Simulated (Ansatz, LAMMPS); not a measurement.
# Static equation of state of glassy 68SiO2-14MgO-11ZnO-7BaO (mol %) (75 atoms)

Density of this cell: 2.96 g/cm³. The cell holds 75 atoms: 19 Si, 4 Mg, 3 Zn, 2 Ba and 47 O. Its edges and angles: a = 9.990 Å, b = 10.200 Å, c = 10.236 Å, α = 88.3°, β = 89.0°, γ = 92.4°. The starting structure: 75 atoms (19 Si, 4 Mg, 3 Zn, 2 Ba, 47 O) placed at random at 2.98 g/cm³, melted at 4000 K for 10 ps at fixed volume with the Morse and Coulomb pair potential with partial charges (Pedone, Malavasi, Menziani, Cormack and Segre, J. Phys. Chem. B 110, 11780 (2006)). Quenched from 4000 K to 300 K at 25 K/ps and fixed volume, held 5 ps, then minimised at fixed cell.

Calculated with Ansatz 0.2.0: Kohn-Sham DFT, PBE, PAW (set soft_2), plane waves; cutoff 420 eV, Γ point, fixed occupations. Cell and atoms were relaxed first, to V0 = 13.886 Å³ an atom at a residual P0 = 0.008 GPa. The cell was then scaled evenly, and the atoms were relaxed at each volume.

| volume (Å³/atom) | pressure (GPa) |
| --- | --- |
| 12.498 | 6.826 |
| 13.053 | ? |
| 13.470 | 1.971 |
| 14.303 | -1.823 |
| 14.720 | -3.459 |

**Question.** Fit the third-order Birch–Murnaghan equation to the rows given and interpolate to the withheld row.

**Working.**

Take the Eulerian strain f = ½[(V0/V)^(2/3) − 1] and the normalised pressure F = (P − P0) / [3f(1 + 2f)^(5/2)]. The third-order Birch–Murnaghan equation is then the line F = B0 + (3/2)B0(B′ − 4) f, so u = f and v = F.

| u = f | v = F (GPa) |
| --- | --- |
| 0.0363831 | 52.4027 |
| 0.0102572 | 60.6335 |
| -0.00975668 | 65.7113 |
| -0.0190504 | 66.8496 |

With n = 4: mean u = 0.00445832, mean v = 61.3993, Σ(u − ū)² = 0.0018075, Σ(u − ū)(v − v̄) = -0.48108. Slope b = -0.48108 / 0.0018075 = -266.15; intercept a = v̄ − b ū = 62.586.

So B0 = a = 62.6 GPa and B′ = 4 + 2b/(3a) = 1.16. At the withheld volume f = 0.02106, F = a + b f = 56.98 GPa, and P = P0 + 3f(1 + 2f)^(5/2) F.

Prediction at 13.053: 3.999 GPa. The run gave 4.033 GPa, so the fit is low by 0.035 GPa (0.86 % of the value).

Among the rows given, the largest miss of the fit is at 12.498, by 0.065 GPa (0.63 % of the range of the table).

Limits: Static cells at zero temperature; the cell shape is held. The program notes that the SCF threshold of these relaxations is loose for the stress. The quench rate of 25 K/ps is many orders above laboratory rates, so the cell is likely richer in defects and strain than a real sample. The network of bonds at the start is that of the classical potential that made the cell, and needn't be the one that DFT or experiment would give. Only the Γ point is sampled, in a cell whose shortest periodic width is 10 Å.

[Hosts, paths, dates, database ids (printed as entryN), source tags and the programs' standing remarks are cut or masked in the printed files.]
